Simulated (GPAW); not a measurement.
**Screening of a field by Al2SSe monolayer**

Aim: the dipole that a field along the normal induces in Al2SSe monolayer.

Program: GPAW 26.7.0. Level of theory: GPAW, PAW setups; layer in a repeated cell with vacuum, relaxation of atoms and in-plane cell, in the first sound run; inputs show where later runs differ. Results are calculated unless marked as measured.

## Step 1: Set-up

The cell holds 4 atoms: 1 Se, 2 Al and 1 S. Its edges and angles: a = 3.689 Å, b = 3.689 Å, c = 18.451 Å, α = 90.0°, β = 90.0°, γ = 120.0°. Vacuum lies along c.

## Step 2: Relaxation

Forces are removed first; all later runs use this geometry.

Contents of run.py:

```python
import json
import numpy as np
from ase import Atoms
from ase.filters import FrechetCellFilter
from ase.optimize import BFGS
from gpaw import GPAW, PW

slab = Atoms(
    ['Se', 'Al', 'Al', 'S'],
    positions=[
        [-0.00000, 2.13008, 7.00000],
        [0.00000, 0.00000, 8.19012],
        [0.00000, 0.00000, 10.61012],
        [-0.00000, 2.13008, 11.45088]],
    cell=[[3.6894, 0.0, 0.0], [-1.8447, 3.19511, 0.0], [0.0, 0.0, 18.4509]],
    pbc=[True, True, True])

slab.calc = GPAW(mode=PW(600), xc='PBE', kpts={'size': (9, 9, 1), 'gamma': True},
                 occupations={'name': 'fermi-dirac', 'width': 0.05}, nbands='200%',
                 convergence={'density': 1e-05}, maxiter=200,
                 symmetry={'tolerance': 1e-3}, txt='slab.txt')
result = {}
# The in-plane cell is free; stress needs a cell that repeats along all three vectors
path = []
opt = BFGS(FrechetCellFilter(slab, mask=[1, 1, 0, 0, 0, 1]), maxstep=0.2)
opt.attach(lambda: path.append((slab.get_potential_energy(), slab.positions.tolist(), slab.get_forces().tolist())))
result['relaxed'] = bool(opt.run(fmax=0.02, steps=45))
result['path'] = path
result['cell'] = slab.cell.tolist()
print('in-plane lattice', slab.cell.cellpar().round(4)[[0, 1, 5]])
energy = slab.get_potential_energy()
fermi = slab.calc.get_fermi_level()
v = slab.calc.get_electrostatic_potential().mean((0, 1)) - fermi
n = slab.calc.get_pseudo_density().mean((0, 1))
L = slab.cell[2, 2]
z = np.arange(len(v)) * L / len(v)
low, high = slab.positions[:, 2].min(), slab.positions[:, 2].max()
below, above = np.interp([low - 4.8, high + 4.8], z, v)
slopes = [np.interp(x, z, np.gradient(v, z)) for x in (low - 4.8, high + 4.8)]
eps = np.array([[slab.calc.get_eigenvalues(k, s) for k in range(len(slab.calc.get_ibz_k_points()))]
                for s in range(slab.calc.get_number_of_spins())]) - fermi
top, bottom = eps[eps < 0].max(), eps[eps > 0].min()
dipole = slab.get_dipole_moment()[2]
print(f'energy {energy:.4f} eV, Fermi level {fermi:.4f} eV, dipole {dipole:.5f} e A')
print(f'potential 4.8 A off the faces, from the Fermi level: lower {below:.4f} eV, upper {above:.4f} eV')
print(f'slope of the potential there: lower {slopes[0]:.5f}, upper {slopes[1]:.5f} eV/A')
print(f'nearest levels on the mesh: {top:.4f} and {bottom:.4f} eV')
print('magnetic moment', round(slab.get_magnetic_moment(), 3))
result.update(energy=energy, fermi=fermi, dipole=dipole, below=below, above=above, slopes=slopes, edges=[top, bottom],
              z=z.tolist(), v=v.tolist(), n=n.tolist(), positions=slab.positions.tolist(),
              forces=slab.get_forces(apply_constraint=False).tolist(), moments=slab.get_magnetic_moments().tolist())
json.dump(result, open('result.json', 'w'))
```

The run is started by

```bash
$ OMP_NUM_THREADS=1 OPENBLAS_NUM_THREADS=1 python run.py
```

What it wrote:

```text
Step          Energy          fmax
BFGS:    0      -17.965474        1.323943
BFGS:    1      -18.011324        1.169187
BFGS:    2      -18.143670        0.628756
BFGS:    3      -18.153445        0.571213
BFGS:    4      -18.170403        0.310841
BFGS:    5      -18.178456        0.245115
BFGS:    6      -18.183061        0.228220
BFGS:    7      -18.185896        0.180458
BFGS:    8      -18.188929        0.158799
BFGS:    9      -18.191385        0.203843
BFGS:   10      -18.192994        0.162279
BFGS:   11      -18.193767        0.091614
BFGS:   12      -18.194097        0.045072
BFGS:   13      -18.194171        0.008682
in-plane lattice [  3.6809   3.6809 120.    ]
energy -18.1942 eV, Fermi level -0.8395 eV, dipole -0.00758 e A
potential 4.8 A off the faces, from the Fermi level: lower 4.9545 eV, upper 4.9802 eV
slope of the potential there: lower -0.00650, upper -0.00630 eV/A
nearest levels on the mesh: -1.0474 and 1.0338 eV
magnetic moment 0.0
```

It took 7.3 min on 1 thread of Arm Neoverse V1, shared host; peak memory 0.34 GiB.

This step gave:

| Item | Value |
| --- | --- |
| dipole along the normal | -0.007585 e·Å |
| levels nearest the Fermi level on the mesh | -1.047, 1.034 eV from the Fermi level |

Electrostatic potential energy of an electron (without an applied field's), less the Fermi level, planar mean against z:

```csv
z (Å),"electrostatic potential energy of an electron (without an applied field's), less the Fermi level, planar mean (eV)"
0.0,4.97
0.5,4.96
1.0,4.96
1.5,4.96
2.0,4.95
2.5,4.95
3.0,4.95
3.5,4.94
4.0,4.93
4.5,4.90
5.0,4.76
5.5,4.13
6.0,1.38
6.5,-8.61
7.0,-15.6
7.5,-7.63
8.0,-9.24
8.5,-4.45
9.0,1.01
9.5,1.97
10.0,-1.64
10.5,-8.49
11.0,-9.21
11.5,-14.1
12.0,-7.88
12.5,1.78
13.0,4.31
13.5,4.85
14.0,4.96
14.5,4.99
15.0,4.99
15.5,4.99
16.0,4.98
16.5,4.98
17.0,4.98
17.5,4.97
18.0,4.97
```

Table of pseudo valence density, planar mean by z:

z (Å), pseudo valence density, planar mean (e/Å³) and a bar:
```
      3.0      0.000 
      3.5      0.000 
      4.0      0.000 
      4.5      0.002 
      5.0      0.009 #
      5.5      0.041 ###
      6.0      0.157 ############
      6.5      0.322 #########################
      7.0      0.279 ######################
      7.5      0.350 ############################
      8.0      0.153 ############
      8.5      0.113 #########
      9.0      0.103 ########
      9.5      0.100 ########
     10.0      0.112 #########
     10.5      0.130 ##########
     11.0      0.309 ########################
     11.5      0.379 ##############################
     12.0      0.328 ##########################
     12.5      0.154 ############
     13.0      0.037 ###
     13.5      0.008 #
     14.0      0.002 
     14.5      0.000 
     15.0      0.000 
     15.5      0.000
```

The relaxation lowered the energy of the cell by 0.229 eV (energies extrapolated to zero smearing; the optimiser's log prints free energies). The largest force left on a free atom is 0.0087 eV/Å.

## Step 3: The slab's potential

With the geometry fixed, the planar mean of the potential gives the vacuum level on each side.

This step: GPAW, PAW setups; slab in vacuum (GPAW 26.7.0).

The cell differs from the one that the last finished run ended in (c 18.451 → 18.828 Å).

run.py: that of step 2 with these lines changed.

```diff
@@ -3,4 +3,2 @@
 from ase import Atoms
-from ase.filters import FrechetCellFilter
-from ase.optimize import BFGS
 from gpaw import GPAW, PW
@@ -10,22 +8,15 @@
     positions=[
-        [-0.00000, 2.13008, 7.00000],
-        [0.00000, 0.00000, 8.19012],
-        [0.00000, 0.00000, 10.61012],
-        [-0.00000, 2.13008, 11.45088]],
-    cell=[[3.6894, 0.0, 0.0], [-1.8447, 3.19511, 0.0], [0.0, 0.0, 18.4509]],
-    pbc=[True, True, True])
+        [-0.00000, 2.12520, 7.00000],
+        [0.00000, -0.00000, 8.21104],
+        [0.00000, 0.00000, 10.80423],
+        [-0.00000, 2.12520, 11.82815]],
+    cell=[[3.68095, 0.0, 0.0], [-1.84047, 3.18779, 0.0], [0.0, 0.0, 18.8281]],
+    pbc=[True, True, False])
 
-slab.calc = GPAW(mode=PW(600), xc='PBE', kpts={'size': (9, 9, 1), 'gamma': True},
+slab.calc = GPAW(mode=PW(400), xc='PBE', kpts={'size': (9, 9, 1), 'gamma': True},
                  occupations={'name': 'fermi-dirac', 'width': 0.05}, nbands='200%',
                  convergence={'density': 1e-05}, maxiter=200,
+                 poissonsolver={'dipolelayer': 'xy'},
                  symmetry={'tolerance': 1e-3}, txt='slab.txt')
 result = {}
-# The in-plane cell is free; stress needs a cell that repeats along all three vectors
-path = []
-opt = BFGS(FrechetCellFilter(slab, mask=[1, 1, 0, 0, 0, 1]), maxstep=0.2)
-opt.attach(lambda: path.append((slab.get_potential_energy(), slab.positions.tolist(), slab.get_forces().tolist())))
-result['relaxed'] = bool(opt.run(fmax=0.02, steps=45))
-result['path'] = path
-result['cell'] = slab.cell.tolist()
-print('in-plane lattice', slab.cell.cellpar().round(4)[[0, 1, 5]])
 energy = slab.get_potential_energy()
```

What it wrote:

```text
energy -18.1735 eV, Fermi level -0.8952 eV, dipole -0.00489 e A
potential 4.8 A off the faces, from the Fermi level: lower 4.9029 eV, upper 4.9789 eV
slope of the potential there: lower -0.00014, upper 0.00007 eV/A
nearest levels on the mesh: -1.0754 and 1.0067 eV
magnetic moment 0.0
```

It took 22 s on 1 thread; peak memory 0.19 GiB.

This step gave:

```yaml
dipole_along_the_normal: -0.004891 e·Å
levels_nearest_the_fermi_level_on_the_mesh: -1.075, 1.007 eV from the Fermi level
upper_work_function: 4.979 eV
lower_work_function: 4.903 eV
upper_ionisation_energy: 6.054 eV
```

Electrostatic potential energy of an electron (without an applied field's), less the Fermi level, planar mean against z:

```csv
z (Å),"electrostatic potential energy of an electron (without an applied field's), less the Fermi level, planar mean (eV)"
0.0,4.94
0.5,4.90
1.0,4.90
1.5,4.90
2.0,4.90
2.5,4.90
3.0,4.90
3.5,4.90
4.0,4.90
4.5,4.88
5.0,4.79
5.5,4.38
6.0,2.59
6.5,-4.54
7.0,-16.7
7.5,-8.91
8.0,-8.71
8.5,-6.61
9.0,-0.164
9.5,2.12
10.0,-0.125
10.5,-6.61
11.0,-9.63
11.5,-11.6
12.0,-12.2
12.5,-0.0479
13.0,3.88
13.5,4.75
14.0,4.93
14.5,4.97
15.0,4.98
15.5,4.98
16.0,4.98
16.5,4.98
17.0,4.98
17.5,4.98
18.0,4.98
18.5,4.97
```

Pseudo valence density, planar mean against z:

```csv
z (Å),"pseudo valence density, planar mean (e/Å³)"
0.00,-8.9e-7
0.42,-1.2e-6
1.05,1.8e-6
1.46,2.2e-6
2.09,-8.8e-7
2.51,1.9e-6
2.93,1.1e-5
3.56,8.1e-5
3.97,2.7e-4
4.60,0.00172
5.02,0.00602
5.44,0.0213
6.07,0.128
6.49,0.298
7.11,0.248
7.53,0.388
7.95,0.225
8.58,0.114
9.00,0.106
9.62,0.0993
10.04,0.108
10.67,0.130
11.09,0.281
11.51,0.408
12.13,0.336
12.55,0.192
13.18,0.0331
13.60,0.00896
14.02,0.00244
14.64,3.6e-4
15.06,1.1e-4
15.69,1.4e-5
16.11,3.1e-6
16.53,0
17.15,1.0e-6
17.57,4.2e-7
18.20,0
18.62,7.4e-7
```

The layer is gapped, so the Fermi level lies somewhere inside the gap, set by smearing and numerics, and these work functions are no property of the material; the band edges below the vacuum level are. The potential is flat to 1.4e-4 eV/Å where it is read, so the vacuum is wide enough.

## Step 4: Field on

A uniform field along the normal polarises the slab; the atoms stay fixed, so this is the electronic response alone.

run.py: that of step 3 with these lines changed.

```diff
@@ -4,2 +4,3 @@
 from gpaw import GPAW, PW
+from gpaw.external import ConstantElectricField
 
@@ -19,2 +20,3 @@
                  poissonsolver={'dipolelayer': 'xy'},
+                 external=ConstantElectricField(-0.2, [0, 0, 1]),
                  symmetry={'tolerance': 1e-3}, txt='slab.txt')
```

What it wrote:

```text
energy -18.1830 eV, Fermi level -0.9094 eV, dipole -0.08952 e A
potential 4.8 A off the faces, from the Fermi level: lower 4.2601 eV, upper 5.6415 eV
slope of the potential there: lower -0.00021, upper 0.00001 eV/A
nearest levels on the mesh: -1.0533 and 1.0194 eV
magnetic moment 0.0
```

Wall time 64 s (1 thread); peak memory 0.26 GiB.

This step gave:

```yaml
dipole_along_the_normal: -0.08952 e·Å
levels_nearest_the_fermi_level_on_the_mesh: -1.053, 1.019 eV from the Fermi level
potential_below_the_slab_the_applied_field_s_own_ramp_left_out: 4.260 eV from the Fermi level
potential_above_the_slab_the_applied_field_s_own_ramp_left_out: 5.641 eV from the Fermi level
```

Electrostatic potential energy of an electron (without an applied field's), less the Fermi level, planar mean against z:

```csv
z (Å),"electrostatic potential energy of an electron (without an applied field's), less the Fermi level, planar mean (eV)"
0,4.95
1,4.26
2,4.26
3,4.26
4,4.26
5,4.15
6,2.02
7,-17.2
8,-8.93
9,-0.213
10,0.00325
11,-9.34
12,-11.7
13,4.50
14,5.58
15,5.64
16,5.64
17,5.64
18,5.64
```

The dipole is now -0.0895 e Å, against -0.0049 in the run without a field.

## Step 5: In a field

run.py: that of step 4 with these lines changed.

```diff
@@ -20,3 +20,3 @@
                  poissonsolver={'dipolelayer': 'xy'},
-                 external=ConstantElectricField(-0.2, [0, 0, 1]),
+                 external=ConstantElectricField(-0.1, [0, 0, 1]),
                  symmetry={'tolerance': 1e-3}, txt='slab.txt')
```

What it wrote:

```text
energy -18.1761 eV, Fermi level -0.9052 eV, dipole -0.04722 e A
potential 4.8 A off the faces, from the Fermi level: lower 4.5841 eV, upper 5.3128 eV
slope of the potential there: lower -0.00017, upper 0.00004 eV/A
nearest levels on the mesh: -1.0611 and 1.0166 eV
magnetic moment 0.0
```

Run time: 64 s. Hardware: 1 thread; peak memory 0.26 GiB.

Numbers from this step:

```yaml
dipole_along_the_normal: -0.04722 e·Å
levels_nearest_the_fermi_level_on_the_mesh: -1.061, 1.017 eV from the Fermi level
potential_below_the_slab_the_applied_field_s_own_ramp_left_out: 4.584 eV from the Fermi level
potential_above_the_slab_the_applied_field_s_own_ramp_left_out: 5.313 eV from the Fermi level
```

The electrostatic potential energy of an electron (without an applied field's), less the Fermi level, planar mean by z:

z (Å), electrostatic potential energy of an electron (without an applied field's), less the Fermi level, planar mean (eV) and a bar from the least value:
```
      0.0        4.9 ##############################
      0.5        4.6 #############################
      1.0        4.6 #############################
      1.5        4.6 #############################
      2.0        4.6 #############################
      2.5        4.6 #############################
      3.0        4.6 #############################
      3.5        4.6 #############################
      4.0        4.6 #############################
      4.5        4.6 #############################
      5.0        4.5 #############################
      5.5        4.1 ############################
      6.0        2.3 ##########################
      6.5       -4.8 ################
      7.0      -16.9 
      7.5       -9.1 ###########
      8.0       -8.8 ###########
      8.5       -6.7 ##############
      9.0       -0.2 #######################
      9.5        2.1 ##########################
     10.0       -0.1 #######################
     10.5       -6.5 ##############
     11.0       -9.5 ##########
     11.5      -11.4 #######
     12.0      -12.0 #######
     12.5        0.2 #######################
     13.0        4.2 ############################
     13.5        5.1 ##############################
     14.0        5.3 ##############################
     14.5        5.3 ##############################
     15.0        5.3 ##############################
     15.5        5.3 ##############################
     16.0        5.3 ##############################
     16.5        5.3 ##############################
     17.0        5.3 ##############################
     17.5        5.3 ##############################
     18.0        5.3 ##############################
     18.5        5.3 ##############################
```

The dipole is now -0.0472 e Å, against -0.0049 in the run without a field.

## Step 6: Field on

run.py: that of step 5 with these lines changed.

```diff
@@ -20,3 +20,3 @@
                  poissonsolver={'dipolelayer': 'xy'},
-                 external=ConstantElectricField(-0.1, [0, 0, 1]),
+                 external=ConstantElectricField(-0.05, [0, 0, 1]),
                  symmetry={'tolerance': 1e-3}, txt='slab.txt')
```

What it wrote:

```text
energy -18.1743 eV, Fermi level -0.9074 eV, dipole -0.02607 e A
potential 4.8 A off the faces, from the Fermi level: lower 4.7506 eV, upper 5.1529 eV
slope of the potential there: lower -0.00015, upper 0.00006 eV/A
nearest levels on the mesh: -1.0609 and 1.0190 eV
magnetic moment 0.0
```

It took 64 s on 1 thread; peak memory 0.26 GiB.

The electrostatic potential energy of an electron (without an applied field's), less the Fermi level, planar mean by z:

z (Å), electrostatic potential energy of an electron (without an applied field's), less the Fermi level, planar mean (eV) and a bar from the least value:
```
        0        5.0 ##############################
        1        4.8 #############################
        2        4.8 #############################
        3        4.8 #############################
        4        4.7 #############################
        5        4.6 #############################
        6        2.5 ##########################
        7      -16.8 
        8       -8.8 ###########
        9       -0.2 #######################
       10       -0.1 #######################
       11       -9.6 ##########
       12      -12.1 ######
       13        4.0 ############################
       14        5.1 ##############################
       15        5.2 ##############################
       16        5.2 ##############################
       17        5.2 ##############################
       18        5.2 ##############################
```

## Step 7: Field on

run.py: that of step 6 with these lines changed.

```diff
@@ -20,3 +20,3 @@
                  poissonsolver={'dipolelayer': 'xy'},
-                 external=ConstantElectricField(-0.05, [0, 0, 1]),
+                 external=ConstantElectricField(0.05, [0, 0, 1]),
                  symmetry={'tolerance': 1e-3}, txt='slab.txt')
```

What it wrote:

```text
energy -18.1738 eV, Fermi level -0.9089 eV, dipole 0.01623 e A
potential 4.8 A off the faces, from the Fermi level: lower 5.0812 eV, upper 4.8309 eV
slope of the potential there: lower -0.00013, upper 0.00009 eV/A
nearest levels on the mesh: -1.0640 and 1.0199 eV
magnetic moment 0.0
```

Wall time 63 s (1 thread); peak memory 0.26 GiB.

## Step 8: Field on

run.py: that of step 7 with these lines changed.

```diff
@@ -20,3 +20,3 @@
                  poissonsolver={'dipolelayer': 'xy'},
-                 external=ConstantElectricField(0.05, [0, 0, 1]),
+                 external=ConstantElectricField(0.1, [0, 0, 1]),
                  symmetry={'tolerance': 1e-3}, txt='slab.txt')
```

What it wrote:

```text
energy -18.1751 eV, Fermi level -0.9127 eV, dipole 0.03739 e A
potential 4.8 A off the faces, from the Fermi level: lower 5.2498 eV, upper 4.6730 eV
slope of the potential there: lower -0.00011, upper 0.00011 eV/A
nearest levels on the mesh: -1.0628 and 1.0229 eV
magnetic moment 0.0
```

Run time: 64 s. Hardware: 1 thread; peak memory 0.26 GiB.

(Part 1 of 2 ends here.)

[Logs are printed without paths, hosts, clocks, repeated set-up lines and the standing remarks that a program may print on its own settings, such as how far it seeks lower states.]

[Hosts, paths, dates, database ids (printed as entryN), source tags and the programs' standing remarks are cut or masked in the printed files.]
